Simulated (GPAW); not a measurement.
# How ZnS (Wurtzite-2H) absorbs and reflects light

Aim: the dielectric function of ZnS (Wurtzite-2H), and the optical constants that follow from it. The cell comes from an older database entry, whose edges can differ from later determinations, mostly by under a per cent.

Main program and level: GPAW 26.7.0; DFT, LDA, plane-wave PAW (GPAW data sets), scalar-relativistic, RPA, optical limit.

The database entry behind the starting cell differs from later determinations by our own check (about 0.4 % short), so it need not match the best structure at ambient conditions.

## Step 1: The structure

The structure is hexagonal, space group P6_3mc (No. 186). Conventional cell: a = 3.811 Å, b = 3.811 Å, c = 6.234 Å, α = 90.00°, β = 90.00°, γ = 120.00°. Zn has 4 S at 2.31 to 2.40 Å nearest. Nearest to S lie 4 Zn at 2.31 to 2.40 Å. Farther neighbours and most contacts between anions are not listed.

Coordinates:

```xyz
4
Lattice="3.8110 0.0000 0.0000 -1.9055 3.3004 0.0000 0.0000 0.0000 6.2340" Properties=species:S:1:pos:R:3 pbc="T T T"
Zn    1.9055    1.1001    3.1170
Zn    0.0000    2.2003    0.0000
S     1.9055    1.1001    5.5171
S     0.0000    2.2003    2.4001
```

## Step 2: Bands for the response

At the fixed density, many empty bands are solved on the mesh of the response, since the spectrum sums over them.

This step: DFT, LDA, plane-wave PAW (GPAW data sets), scalar-relativistic, bands at fixed density (GPAW 26.7.0).

Input file nscf.py:

```python
from ase.dft.bandgap import bandgap
from gpaw import GPAW, FermiDirac

calc = GPAW('gs.gpw').fixed_density(kpts={'size': (9, 9, 5), 'gamma': True}, nbands=81, convergence={'bands': 75},
                                    occupations=FermiDirac(0.001), txt='nscf.txt')
print('gap (eV)', bandgap(calc, output=None)[0])
print('direct gap (eV)', bandgap(calc, direct=True, output=None)[0])
print('top band over the Fermi level (eV)', min(calc.get_eigenvalues(kpt=k)[74] for k in range(len(calc.get_ibz_k_points()))) - calc.get_fermi_level())
calc.write('full.gpw', mode='all')
```

Started as:

```bash
OMP_NUM_THREADS=1 python nscf.py
```

Numbers of over 12 decimals in the logs are rounded to 6 here.

What it wrote:

```text
Diagonalizing LCAO Hamiltonian
Converting LCAO to pw mode
convergence criteria:
- Maximum integral of absolute [eigenst]ate change: 4e-08 eV^2 / valence electron
maximum number of iterations: 150

SCF iterations
|iter     |      energy | eigst |  dens |
|iter:   1||             | +4.09 |       |
|iter:   2||             | +3.00 |       |
|iter:   3||             | +2.25 |       |
|iter:   4||             | +1.64 |       |
|iter:   5||             | +1.24 |       |
|iter:   6||             | +0.79 |       |
|iter:   7||             | +0.43 |       |
|iter:   8||             | -0.04 |       |
|iter:   9||             | -0.42 |       |
|iter:  10||             | -0.90 |       |
|iter:  11||             | -1.29 |       |
|iter:  12||             | -1.76 |       |
|iter:  13||             | -2.16 |       |
|iter:  14||             | -2.63 |       |
|iter:  15||             | -3.03 |       |
|iter:  16||             | -3.51 |       |
|iter:  17||             | -3.91 |       |
|iter:  18||             | -4.38 |       |
|iter:  19||             | -4.77 |       |
|iter:  20||             | -5.23 |       |
|iter:  21||             | -5.63 |       |
|iter:  22||             | -6.07 |       |
|iter:  23||             | -6.49 |       |
|iter:  24||             | -6.88 |       |
|iter:  25||             | -7.21 |       |
|iter:  26||             | -7.58c|       |
SCF steps: 26
  __  _  _
 | _ |_)|_||  |
 |__||  | ||/\| - 26.7.0

Versions:
  Python: 3.12.14
  ASE:    3.29.0
  Numpy:  2.5.5
  Scipy:  1.18.1
  Libxc:  7.0.0

Input parameters:
  mode=PW(ecut=500.0),
  convergence={'bands': 75},
  gpts=array([20, 20, 35]),
  kpts=MonkhorstPack(size=(9, 9, 5), gamma=True),
  maxiter=150,
  nbands=81,
  occupations=Occupations(name='fermi-dirac', width=0.001, fixmagmom=False),
  parallel={},
  xc=XC(name='LDA')

--- standard output ---
gap (eV) 1.990973
direct gap (eV) 1.990973
top band over the Fermi level (eV) 38.749386
```

Wall time 5 min (1 thread of Arm Neoverse V2, shared host); peak memory 0.31 GiB.

Numbers from this step:

| Property | Result |
| --- | --- |
| gap on the k-mesh | 1.991 eV |
| direct gap on the mesh | 1.991 eV |

## Step 3: Dielectric function, RPA

Transitions between filled and empty bands, summed over the zone, give the optical response, so mesh, band count and broadening shape it.

The induced potential is part of this response.

This step: DFT, LDA, plane-wave PAW (GPAW data sets), scalar-relativistic, RPA, optical limit (GPAW 26.7.0).

Input file df.py:

```python
from gpaw.response.df import DielectricFunction

df = DielectricFunction('full.gpw', frequencies={'type': 'nonlinear', 'domega0': 0.03, 'omega2': 8},
                        ecut=50,
                        eta=0.15,
                        nbands=75,
                        txt='df.txt')
for direction in ['x', 'z']:
    df.get_dielectric_function(xc='RPA', direction=direction, filename=f'df_{direction}.csv')
```

Started as:

```bash
OMP_NUM_THREADS=1 python df.py
```

What it wrote:

```text
Using integrator: PointIntegrator
NonLinearFrequencyDescriptor(from 0.000 to 55.235 eV, 478 points)
Nonperiodic BCs:  [False False False]
Using integrator: PointIntegrator
NonLinearFrequencyDescriptor(from 0.000 to 55.235 eV, 478 points)
Nonperiodic BCs:  [False False False]

Calculating chi0 body with:
    Ground state adapter containing:
    Number of spins: 1
    Number of kpoints: 405
    Number of irreducible kpoints: 50
    Number of completely occupied states: 18
    Number of partially occupied states: 18

    Linear response parametrization:
    q_c: [0.0, 0.0, 0.0]
    Number of frequency points: 478
    Planewave cutoff: 50.0
    Number of bands: 75
    Number of planewaves: 67
    Broadening (eta): 0.15

Integrating chi0 body.

Symmetries of q_c:
    Direct symmetries (Uq -> q): 6
    Indirect symmetries (TUq -> q): 6
In total 12 allowed symmetries.

50 groups of equivalent kpoints. 87.654321% reduction.

Integral kind: spectral function

Calculating chi0 optical extensions with:
    Ground state adapter containing:
    Number of spins: 1
    Number of kpoints: 405
    Number of irreducible kpoints: 50
    Number of completely occupied states: 18
    Number of partially occupied states: 18

    Linear response parametrization:
    Number of frequency points: 478
    Planewave cutoff: 50.0
    Number of bands: 75
    Number of planewaves: 67
    Broadening (eta): 0.15
Integrating chi0 head and wings.

Symmetries of q_c:
    Direct symmetries (Uq -> q): 6
    Indirect symmetries (TUq -> q): 6
In total 12 allowed symmetries.

50 groups of equivalent kpoints. 87.654321% reduction.

Integral kind: spectral function wings
```

Elapsed: 25 s, on 1 thread; peak memory 0.34 GiB.

This step gave:

| Property | Result |
| --- | --- |
| electronic dielectric constant ε∞, mean over x, y and z (by symmetry where fewer were run) | 5.956 |
| main peak of Im epsilon, first axis | 5.543 eV |

Some rows of df_x.csv (energy; Re and Im without local fields; Re and Im with them):

```text
0.000000, 6.603687, 0.000000, 5.938332, -0.000000
0.429336, 6.642971, 0.028055, 5.974354, 0.025770
0.878195, 6.776168, 0.063657, 6.097105, 0.058965
1.347938, 7.055996, 0.127079, 6.358480, 0.120264
1.840057, 7.653235, 0.490821, 6.931379, 0.492739
2.356191, 7.806642, 0.488256, 7.006258, 0.478878
2.898142, 7.830333, 1.652915, 6.910053, 1.679818
3.467895, 9.447295, 2.880538, 8.375908, 2.870943
4.067647, 10.451333, 3.461307, 9.008801, 3.249947
4.699832, 8.858964, 7.506749, 7.277768, 6.806147
5.367152, 7.063236, 10.764798, 5.548367, 8.973338
6.072622, 3.751239, 7.407152, 2.186169, 5.673094
6.819608, -0.833349, 11.138314, 0.451543, 8.256166
7.611886, -2.791023, 6.868004, -1.309634, 5.708183
8.453705, -1.846008, 5.273313, -0.389129, 4.114236
9.349861, -2.472359, 3.559920, -1.267956, 3.635920
10.305790, -1.881823, 2.707941, -0.938886, 2.723060
11.327680, -1.548757, 1.401232, -1.201306, 1.638933
12.422601, -1.192123, 1.050372, -0.979552, 1.312968
13.598673, -0.826026, 0.813349, -0.633997, 0.963094
```

The Im ε has structure finer than the step of the table below, so its rows give means over 0.25 eV, whole bins alone (the curve runs from 0 to 14.0 eV). Peaks (eV: height): E ∥ x 5.565: 10.1, 6.656: 8.49; E ∥ z 2.780: 2.66, 4.887: 11.2, 5.367: 11.2, 6.602: 7.85.

Values under the direct gap are tails of Lorentzian lines. Table of Im ε by photon energy; means over each step:

```
photon energy (eV)   E ∥ x   E ∥ z
              0.25  0.0147  0.0157
              0.50  0.0305  0.0325
              0.75  0.0484  0.0519
              1.00  0.0711  0.0768
              1.25   0.104   0.113
              1.50   0.164   0.185
              1.75   0.354   0.425
              2.00   0.817   0.935
              2.25   0.534   0.591
              2.50   0.662   0.848
              2.75    1.66    2.22
              3.00    1.30    1.37
              3.25    1.61    1.07
              3.50    2.91    2.06
              3.75    3.11    2.65
              4.00    3.03    3.59
              4.25    4.70    5.17
              4.50    6.62    6.28
              4.75    6.79    9.99
              5.00    7.65    9.78
              5.25    8.66    9.81
              5.50    9.77    9.06
              5.75    8.54    6.03
              6.00    6.09    5.82
              6.25    6.22    6.35
              6.50    7.80    7.46
              6.75    8.36    7.48
              7.00    7.35    6.92
              7.25    6.13    5.82
              7.50    6.00    5.17
              7.75    4.98    4.82
              8.00    4.51    4.53
              8.25    4.02    4.41
              8.50    4.18    4.47
              8.75    4.21    3.77
              9.00    3.87    3.52
              9.25    3.69    3.49
              9.50    3.19    2.98
              9.75    2.71    2.59
             10.00    2.84    2.57
             10.25    2.77    2.65
             10.50    2.69    2.67
             10.75    2.73    2.32
             11.00    2.32    1.93
             11.25    1.80    1.81
             11.50    1.63    2.10
             11.75    1.63    1.85
             12.00    1.65    1.55
             12.25    1.55    1.41
             12.50    1.25    1.02
             12.75    1.18   0.871
             13.00    1.17    1.02
             13.25    1.16    1.26
             13.50    1.03    1.11
             13.75   0.891    1.00
```

Re ε against photon energy:

```csv
photon energy (eV),E ∥ x,E ∥ z
0.0,5.94,5.99
0.5,5.99,6.04
1.0,6.15,6.22
1.5,6.49,6.59
2.0,6.76,6.77
2.5,7.42,7.63
3.0,7.13,6.55
3.5,8.30,8.66
4.0,8.63,9.80
4.5,8.44,10.2
5.0,7.25,4.05
5.5,4.37,0.111
6.0,1.55,2.31
6.5,3.14,2.47
7.0,-0.439,-0.214
7.5,-0.715,-0.491
8.0,-0.978,-0.568
8.5,-0.400,-0.891
9.0,-1.07,-0.890
9.5,-1.44,-1.39
10.0,-0.781,-0.743
10.5,-0.858,-0.942
11.0,-1.44,-1.12
11.5,-0.958,-0.699
12.0,-0.792,-0.923
12.5,-0.897,-0.902
13.0,-0.608,-0.195
13.5,-0.662,-0.482
```

The loss function −Im 1/ε at q → 0 has structure finer than the step of the table below, so its rows give means over 0.5 eV, whole bins alone (the curve runs from 0 to 14.0 eV). Peaks (eV: height): E ∥ z 12.92: 1.00.

Values under the direct gap are tails of Lorentzian lines. Table of loss function −Im 1/ε at q → 0 by energy loss; means over each step:

```csv
energy loss (eV),E ∥ x,E ∥ z
0.5,8.5e-4,8.9e-4
1.0,0.00190,0.00201
1.5,0.00412,0.00454
2.0,0.0145,0.0162
2.5,0.0138,0.0171
3.0,0.0253,0.0309
3.5,0.0363,0.0252
4.0,0.0388,0.0359
4.5,0.0573,0.0468
5.0,0.0714,0.0786
5.5,0.0892,0.116
6.0,0.141,0.147
6.5,0.115,0.126
7.0,0.137,0.146
7.5,0.169,0.190
8.0,0.216,0.217
8.5,0.237,0.220
9.0,0.241,0.263
9.5,0.273,0.289
10.0,0.328,0.356
10.5,0.330,0.337
11.0,0.317,0.408
11.5,0.443,0.432
12.0,0.483,0.455
12.5,0.540,0.589
13.0,0.666,0.892
13.5,0.703,0.779
```

The Im ε, E ∥ x has structure finer than the step of the table below, so its rows give means over 0.5 eV, whole bins alone (the curve runs from 0 to 14.0 eV). Peaks (eV: height): without local fields 5.51: 12.0, 6.60: 12.1; with local fields 5.56: 10.1, 6.66: 8.49.

Values under the direct gap are tails of Lorentzian lines. Table of Im ε, E ∥ x by photon energy; means over each step:

```csv
photon energy (eV),without local fields,with local fields
0.5,0.0334,0.0307
1.0,0.0775,0.0722
1.5,0.184,0.177
2.0,0.658,0.665
2.5,0.804,0.798
3.0,1.45,1.45
3.5,2.80,2.76
4.0,3.48,3.29
4.5,6.91,6.32
5.0,8.74,7.65
5.5,11.1,9.37
6.0,8.22,6.51
6.5,11.0,7.64
7.0,9.54,7.32
7.5,7.35,5.79
8.0,5.59,4.45
8.5,5.13,4.15
9.0,4.16,3.91
9.5,3.18,3.19
10.0,2.97,2.80
10.5,2.62,2.72
11.0,1.87,2.32
11.5,1.45,1.65
12.0,1.40,1.64
12.5,1.07,1.29
13.0,1.04,1.17
13.5,0.874,1.03
```

The refractive index n and extinction k by photon energy:

```
photon energy (eV)  n, E ∥ x  k, E ∥ x  n, E ∥ z  k, E ∥ z
               0.0      2.44         0      2.45         0
               0.5      2.45   0.00620      2.46   0.00658
               1.0      2.48    0.0142      2.49    0.0153
               1.5      2.55    0.0315      2.57    0.0351
               2.0      2.61     0.178      2.61     0.204
               2.5      2.73     0.114      2.77     0.142
               3.0      2.68     0.226      2.57     0.246
               3.5      2.92     0.502      2.96     0.365
               4.0      2.98     0.493      3.18     0.550
               4.5      3.11      1.10      3.32     0.914
               5.0      2.98      1.28      2.71      1.81
               5.5      2.76      1.81      2.15      2.12
               6.0      1.96      1.51      2.06      1.39
               6.5      2.41      1.63      2.29      1.66
               7.0      1.86      1.98      1.84      1.90
               7.5      1.66      1.86      1.54      1.69
               8.0      1.36      1.68      1.41      1.60
               8.5      1.38      1.52      1.37      1.66
               9.0      1.21      1.59      1.17      1.51
               9.5      1.01      1.57     0.968      1.52
              10.0      1.05      1.37     0.983      1.31
              10.5     0.988      1.35     0.979      1.38
              11.0     0.802      1.44     0.746      1.29
              11.5     0.685      1.19     0.880      1.21
              12.0     0.722      1.15     0.662      1.17
              12.5     0.553      1.10     0.466      1.06
              13.0     0.595     0.981     0.643     0.781
              13.5     0.528     0.970     0.597     0.916
```

At chosen wavelengths:

```csv
wavelength (nm),n x,k x,R (%) x,1/α x,n z,k z,R (%) z,1/α z
1550,2.46,0.011,17.9,12 µm,2.48,0.011,18.0,11 µm
1064,2.50,0.018,18.3,4.7 µm,2.51,0.020,18.5,4.3 µm
633,2.63,0.162,20.3,310 nm,2.64,0.193,20.5,261 nm
532,2.64,0.090,20.3,470 nm,2.66,0.103,20.6,412 nm
308,3.01,0.505,26.2,49 nm,3.20,0.583,28.8,42 nm
248,2.98,1.284,31.9,15 nm,2.71,1.812,36.4,11 nm
193,2.39,1.516,30.7,10 nm,2.29,1.542,30.6,10.0 nm
```

Below the direct gap, k and the depth come from the tails of the Lorentzian lines, not from transitions.

Rows near the edge hang on the gap, which this functional as a rule makes too small, and phonon-assisted absorption is left out.

At 1064 nm the birefringence n(z) − n(x) is +0.015: the crystal is uniaxial positive at this level.

## Step 4: Outcome

```json
{
 "electronic dielectric constant ε∞, mean over x, y and z (by symmetry where fewer were run) (RPA)": "5.96",
 "main peak of Im epsilon, first axis": "5.54 eV"
}
```

**Reading.** At this level (LDA, RPA) ZnS has a mean ε∞ = 5.96 and n = 2.46 at 1550 nm (E ∥ x), and Im ε peaks at 5.5 eV (E ∥ x). On the mesh the gap is 1.99 eV and the least direct gap 1.99 eV. Local fields change the static value along x from 6.60 to 5.94 (-10 %). Distinct maxima of Im ε, read by a parabola through the highest points, lie at 2.81 eV (2.0), 3.67 eV (3.3), 5.54 eV (10) and 6.67 eV (8.5) for E ∥ x. The static values by axis are 5.94 (x), 5.99 (z). At 1064 nm the birefringence n(z) − n(x) is +0.015: the crystal is uniaxial positive at this level. Excitons and phonon-assisted transitions are missing; LDA gaps are as a rule too small, which pulls the onset down and ε∞ up. The sum runs over mesh points, so small or evenly spaced maxima can still be ripples of the mesh. In this version of GPAW the matrix elements of the optical limit are incomplete, which can lower ε − 1 by up to a tenth where first-row anions or d states rule, and shift it by more in d metals.

[Machine, clock and banner lines and Python warnings are left out of the logs.]

[Logs are printed without paths, hosts, clocks, repeated set-up lines and the standing remarks that a program may print on its own settings, such as how far it seeks lower states.]

[Hosts, paths, dates, database ids (printed as entryN), source tags and the programs' standing remarks are cut or masked in the printed files.]
